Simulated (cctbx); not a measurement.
# Solving a structure by charge flipping

Cell a = 4.5590 Å, b = 4.5590 Å, c = 6.2740 Å, α = 90.00°, β = 90.00°, γ = 120.00°; space group P-3m1 (no. 164); content Pb1 Pr2.

The data are simulated with cctbx, not measured: Mo Kα, λ = 0.71073 Å, to d = 0.84 Å, 95 % of the full sphere, strongest reflection 70000 counts, noise from counting, a 2 % proportional error and a noise floor of 2 counts (s.d.); no absorption.

2 earlier starts (other random phases, and plain and normalised amplitudes in turn) led nowhere (symmetry correlation 0.99 and 0.83).

Charge flipping in P1 on plain amplitudes to 0.84 Å, δ = 0.9 σ, 10 % of the reflections treated as weak, 300 cycles:

```text
cycle      R  skewness
    0  0.548     0.29
   25  0.368     1.88
   50  0.344     1.99
   75  0.341     1.92
  100  0.388     2.08
  125  0.387     2.05
  150  0.381     2.10
  175  0.326     5.66
  200  0.174     5.87
  225  0.148     5.81
  250  0.164     5.83
  275  0.158     5.80
origin shift          correlation  skewness
 0.141  0.932  0.303      0.845      2.07
 0.460  0.586  0.119      0.829      2.62
 0.800  0.256  0.439      0.825      2.18
 0.711  0.841  0.052      0.812      0.44
taken: symmetry correlation 0.829, skewness 2.62
peak      x       y       z  mult  height/sigma
Q1    0.0000  0.0000  0.5000    1     10.3
Q2    0.3333  0.6667  0.7994    2      6.8
Q3    0.0000  0.0000  0.1079    2      4.0
Q4    0.3333  0.6667  0.3691    2      3.4
Q5    0.3333  0.6667  0.1301    2      2.8
Q6    0.2092  0.4183  0.3977    6      2.2
Q7    0.0758  0.5379  0.3301    6      1.8
```

The origin is taken among those within 0.04 of the best correlation, by the skewness of the map.

Run time: 0.5 s on 1 thread of Arm Neoverse N1, on a shared host, peak memory 0.07 GiB.

Q: Assign the peaks.

Heights go roughly as Z and multiplicities must add up to the content. First model: Q1 = Pb1 (1 in the cell, height 10.3) and Q2 = Pr1 (2 in the cell, height 6.8). Against the true structure, Q1 is Pb and Q2 is Pr; the other peaks are not atoms.

Least squares on F², isotropic:

```text
Rint 0.017, 96 unique reflections to 0.84 A
cycle     R1     wR2    GooF  max shift (A)
   1  0.7516  0.9495  89.914   0.24298
   3  0.0033  0.0088   0.834   0.00000
final R1 0.0033 wR2 0.0088 GooF 0.834  parameters 3  data/parameter 32.0
atom        x        y        z      Ueq    occ   su(xyz)  su(Uiso or U11)
Pb1    0.00000  0.00000  0.50000   0.0175  1.000  0.00000  0.0001
Pr1    0.33333  0.66667  0.76046   0.0209  1.000  0.00002  0.0001
difference map: max 0.21 min -0.14 rms 0.05
Q1    0.0000  0.0000  0.0000    1    0.21  3.03 A from Pr1
Q2    0.3333  0.6667  0.3120    2    0.18  2.67 A from Pr1
Q3    0.0000  0.5000  0.0000    3    0.15  2.00 A from Pr1
Q4    0.3333  0.6667  0.8742    2    0.14  0.71 A from Pr1
Q5    0.2162  0.4325  0.5205    6    0.13  1.71 A from Pb1
```

Anisotropic refinement:

```text
Rint 0.017, 96 unique reflections to 0.84 A
cycle     R1     wR2    GooF  max shift (A)
   1  0.0033  0.0089   0.850   0.00001
   2  0.0034  0.0088   0.842   0.00000
final R1 0.0034 wR2 0.0088 GooF 0.842  parameters 5  data/parameter 19.2
atom        x        y        z      Ueq    occ   su(xyz)  su(Uiso or U11)
Pb1    0.00000  0.00000  0.50000   0.0175  1.000  0.00000  0.0001
Pr1    0.33333  0.66667  0.76046   0.0209  1.000  0.00002  0.0001
difference map: max 0.21 min -0.14 rms 0.05
Q1    0.0000  0.0000  0.0000    1    0.21  3.03 A from Pr1
Q2    0.3333  0.6667  0.3115    2    0.18  2.67 A from Pr1
Q3    0.0000  0.5000  0.0000    3    0.15  2.00 A from Pr1
Q4    0.3333  0.6667  0.8726    2    0.15  0.70 A from Pr1
Q5    0.2160  0.4320  0.5206    6    0.13  1.71 A from Pb1
Q6    0.1656  0.3312  0.7398    6    0.12  1.33 A from Pr1
```

**Reading.** The refinement ends at R1 = 0.0034, wR2 = 0.0088, GooF = 0.84, with difference density between -0.14 and 0.21 e/Å³. Every site matches the true model in element, within 0.001 Å r.m.s., up to an allowed shift of origin.

True model:

| atom | mult. | x | y | z | Ueq (Å²) |
| --- | --- | --- | --- | --- | --- |
| Pb1 | 1 | 0 | 0 | 0 | 0.0176 |
| Pr1 | 2 | 2/3 | 1/3 | 0.7395 | 0.0209 |

The model was made for the exercise: a known structure type with other elements put in, its volume estimated, not relaxed; displacement parameters are assumed.

[Middle refinement cycles are left out of these outputs.]

[Logs are printed without paths, hosts, clocks, repeated set-up lines and the standing remarks that a program may print on its own settings, such as how far it seeks lower states.]
